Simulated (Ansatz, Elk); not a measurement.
## How far do independent atoms describe ZnCuTeCl?

Structure refinements treat a crystal as free atoms side by side. For a made-up structure of ZnCuTeCl (cell and positions from a PBE relaxation) the runs below show what the calculated density changes in F(hkl).

Method: DFT, PBE, all-electron APW+lo, Dirac cores, scalar-relativistic bands, static density, no spin, in Elk 11.2.3 (patched build).

This account leaves out most program logs.

The structure was built from a prototype and need not be the compound's stable phase.

### Step 1. The structure

Symmetry: P4/nmm, No. 129, tetragonal system. Conventional cell: a = 4.272 Å, b = 4.272 Å, c = 9.447 Å, α = 90.00°, β = 90.00°, γ = 90.00°. Nearest to Te lie 4 Cu at 2.67 Å. Nearest to Zn lie 4 Cl at 2.59 Å. Cu has 4 Te at 2.67 Å nearest. Nearest to Cl lie 4 Zn at 2.59 Å. Farther neighbours and most contacts between anions are not listed.

### Step 2. Ground state and structure factors

An all-electron density is needed, since X-rays see the cores too. Task 0 finds the density and task 195 Fourier-transforms it; tshift is off so that phases refer to the origin typed.

The input, elk.in:

```
tasks
  0
  195

xctype
  20

spinpol
  .false.

rgkmax
  7.0

gmaxvr
  14.0

lmaxo
  7

lmaxapw
  8

swidth
  0.002

tshift
  .false.

ramdisk
  .false.

hmaxvr
  5.5

maxscl
  120

epspot
  1e-06

sppath
  './'

avec
  8.07331510922 -0.00000000000 0.00000000000
  -0.00000000000 8.07331510922 0.00000000000
  0.00000000000 0.00000000000 17.85179971263

atoms
  4
  'Te.in'
  2
  0.5000000000 0.0000000000 0.6697918377   0.000000 0.000000 0.000000
  0.0000000000 0.5000000000 0.3302081623   0.000000 0.000000 0.000000
  'Zn.in'
  2
  0.5000000000 -0.0000000000 0.1559625869   0.000000 0.000000 0.000000
  -0.0000000000 0.5000000000 0.8440374131   0.000000 0.000000 0.000000
  'Cu.in'
  2
  0.0000000000 -0.0000000000 0.5000000000   0.000000 0.000000 0.000000
  0.5000000000 0.5000000000 0.5000000000   0.000000 0.000000 0.000000
  'Cl.in'
  2
  -0.0000000000 0.0000000000 0.0000000000   0.000000 0.000000 0.000000
  0.5000000000 0.5000000000 0.0000000000   0.000000 0.000000 0.000000

ngridk
  5 5 3
```

Run with:

```sh
$ OMP_NUM_THREADS=4 elk
```

Run time: 83 s. Hardware: 4 threads of Arm Neoverse V1, shared host; peak memory 0.32 GiB.

SFACRHO.OUT:

```text

h k l indices transformed by vhmat matrix:
   1.000000000       0.000000000       0.000000000    
   0.000000000       1.000000000       0.000000000    
   0.000000000       0.000000000       1.000000000    

      h      k      l  multipl.   |H|            Re(F)            Im(F)           |F|

      0      0      0      1   0.0000000       256.00000      0.70361443E-17   256.00000    
      0      0     -1      2  0.35196369      -40.262633     -0.50544633E-13   40.262633    
      0      0      2      2  0.70392738       11.943262      0.57507661E-14   11.943262    
     -1      0      0      4  0.77826583     -0.80737642E-14  0.34667991E-13  0.35595720E-13
      1      0     -1      4  0.85415230      0.28258175E-13  -36.712706       36.712706    
      0     -1     -1      4  0.85415230     -0.20184410E-13   36.712706       36.712706    
      0     -1      2      4   1.0493862      0.10495893E-12   122.58383       122.58383    
      0      1     -2      4   1.0493862      0.10495893E-12  -122.58383       122.58383    
      0      0     -3      2   1.0558911       15.323020      0.39343895E-13   15.323020    
     -1      1      0      4   1.1006341      -62.957351     -0.16907723E-14   62.957351    
      1      1      1      8   1.1555405      -8.7824663      0.22119740E-13   8.7824663    
     -1     -1      2      8   1.3064873       134.26313     -0.14351983E-12   134.26313    
      1      0     -3      4   1.3117178     -0.80737642E-14   14.670414       14.670414    
      1      0      3      4   1.3117178       0.0000000      -14.670414       14.670414    
      0      0     -4      2   1.4078548      0.14345797      0.14997544E-13  0.14345797    
      1     -1      3      8   1.5252217      -56.166196      0.10142212E-12   56.166196    
      0     -2      0      4   1.5565317       191.06015     -0.61447949E-13   191.06015    
      0     -2     -1      4   1.5958287      -34.261509     -0.47420059E-13   34.261509
```

Elk indexes on the primitive cell of elk.in and gives |H| = 4π sin θ/λ in inverse bohr. Below, one row stands for each form hkl of the conventional cell (m members, Friedel mates merged), F is for one primitive cell and the density is static (no thermal factor). Free-atom factors are Waasmaier and Kirfel's, and R is Σm||F|−|F'||/Σm|F|.

```csv
hkl,m,sin θ/λ (Å⁻¹),"abs F, DFT",neutral atoms,diff.,abs of complex diff.
001,2,0.053,40.263,40.231,+0.032,0.032
002,2,0.106,11.943,11.852,+0.091,0.091
100,4,0.117,0.000,0.000,+0.000,0.000
101,8,0.128,36.713,36.382,+0.331,0.331
102,8,0.158,122.584,122.774,-0.190,0.190
003,2,0.159,15.323,14.359,+0.964,0.964
110,4,0.166,62.957,62.963,-0.005,0.005
111,8,0.174,8.783,9.693,-0.910,0.910
112,8,0.197,134.263,134.706,-0.443,0.443
103,8,0.197,14.670,14.692,-0.022,0.022
004,2,0.212,0.143,0.307,-0.163,0.163
113,8,0.229,56.166,56.699,-0.533,0.533
200,4,0.234,191.060,191.944,-0.884,0.884
201,8,0.240,34.261,34.838,-0.577,0.577
104,8,0.242,102.312,102.657,-0.345,0.345
202,8,0.257,5.525,6.050,-0.524,0.524
210,8,0.262,0.000,0.000,+0.000,0.000
005,2,0.265,57.108,57.709,-0.602,0.602
211,16,0.267,30.050,29.822,+0.228,0.228
114,8,0.269,125.171,125.963,-0.792,0.792
212,16,0.282,101.696,102.052,-0.356,0.356
203,8,0.283,11.498,10.809,+0.689,0.689
```

### Step 3. The highest occupied states alone

An energy window below the Fermi level keeps the highest occupied states, to see at which angles they scatter; shallow core shells can lie inside it and anion s states outside. No new self-consistency is needed.

Changes to elk.in since step 2:

```diff
@@ -1,3 +1,2 @@
 tasks
-  0
   195
@@ -40,2 +39,5 @@
 
+wsfac
+  -0.191950 0.475540
+
 sppath
```

Run with:

```sh
$ OMP_NUM_THREADS=4 elk
```

Run time: 32 s. Hardware: 4 threads; peak memory 0.24 GiB.

States within 10 eV below the Fermi level hold 64.00 electrons; any levels below the window count with the cores. Their amplitudes can exceed the total, where window and core parts have opposite phase:

```csv
hkl,sin θ/λ (Å⁻¹),"abs F, window","abs F, all"
001,0.053,2.072,40.263
002,0.106,15.703,11.943
100,0.117,0.000,0.000
101,0.128,12.667,36.713
102,0.158,17.290,122.584
003,0.159,25.318,15.323
110,0.166,1.813,62.957
111,0.174,18.754,8.783
112,0.197,23.540,134.263
103,0.197,3.305,14.670
```

### Step 4. Another functional

The difference from free atoms is small, so it is set against the change that LDA (Perdew-Wang) makes.

Changes to elk.in since step 3:

```diff
@@ -1,2 +1,3 @@
 tasks
+  0
   195
@@ -4,3 +5,3 @@
 xctype
-  20
+  3
 
@@ -39,5 +40,2 @@
 
-wsfac
-  -0.191950 0.475540
-
 sppath
```

Run with:

```sh
$ OMP_NUM_THREADS=4 elk
```

The job ended after 56 s (4 threads; peak memory 0.24 GiB; 2.7 min of CPU time).

Against the first run R = 0.05 %; the largest change is -0.078 at 220.

### Step 5. Basis size

A smaller basis shows how fast F responds to it; the change is likely larger than the basis error of the first run, but doesn't show convergence.

Changes to elk.in since step 4:

```diff
@@ -5,3 +5,3 @@
 xctype
-  3
+  20
 
@@ -11,3 +11,3 @@
 rgkmax
-  7.0
+  5.5
```

Run with:

```sh
$ OMP_NUM_THREADS=4 elk
```

Wall time 63 s (4 threads); peak memory 0.3 GiB.

Against the first run R = 0.04 %; the largest change is +0.126 at 206.

### Step 6. Settings against the effect

```csv
run,R against the first run (%),"R against neutral atoms, low angle (%)",wall time
"PBE, rgkmax 7",0.00,0.69,83 s
LDA (Perdew-Wang),0.05,0.71,56 s
rgkmax 5.5,0.04,0.69,63 s
```

### Step 7. What came out

```
R against neutral atoms, sin θ/λ < 0.3 Å⁻¹ : 0.69 %
R against neutral atoms, 0.3 to 0.64 Å⁻¹   : 0.20 %
```

**Reading.** Independent neutral atoms miss the calculated amplitudes by R = 0.69 % below 0.3 Å⁻¹ and 0.20 % from there to 0.64 Å⁻¹; by shells, 0.73 % below 0.15 Å⁻¹ (3 forms), 0.69 % 0.15 to 0.3 (18 forms), 0.23 % 0.3 to 0.45 (35 forms), 0.18 % above 0.45 (85 forms). Bonding, aspherical density and the tables' own atoms all enter these figures, and the runs don't part them. The largest change of an amplitude is +0.96 electrons, at 003. Weak lines can change much in proportion: 004 goes from 0.31 to 0.14. The window's part falls from 64.0 electrons at the origin to at most 10.52 between 0.45 and 0.64 Å⁻¹, where compact states inside the window still scatter. Below 0.3 Å⁻¹ the changes that finished (LDA (Perdew-Wang) and rgkmax 5.5) move F by R = 0.05 % at most, against the 0.69 % that separates it from free atoms. The k-mesh has no finished test. These runs have no spin, though d or f shells may be open. Part of the difference isn't bonding: the tables are fits to free atoms and ions calculated by other methods than this functional. Thermal motion, anomalous dispersion and extinction are left out.

[Logs are printed without paths, hosts, clocks, repeated set-up lines and the standing remarks that a program may print on its own settings, such as how far it seeks lower states.]

[Hosts, paths, dates, database ids (printed as entryN), source tags and the programs' standing remarks are cut or masked in the printed files.]
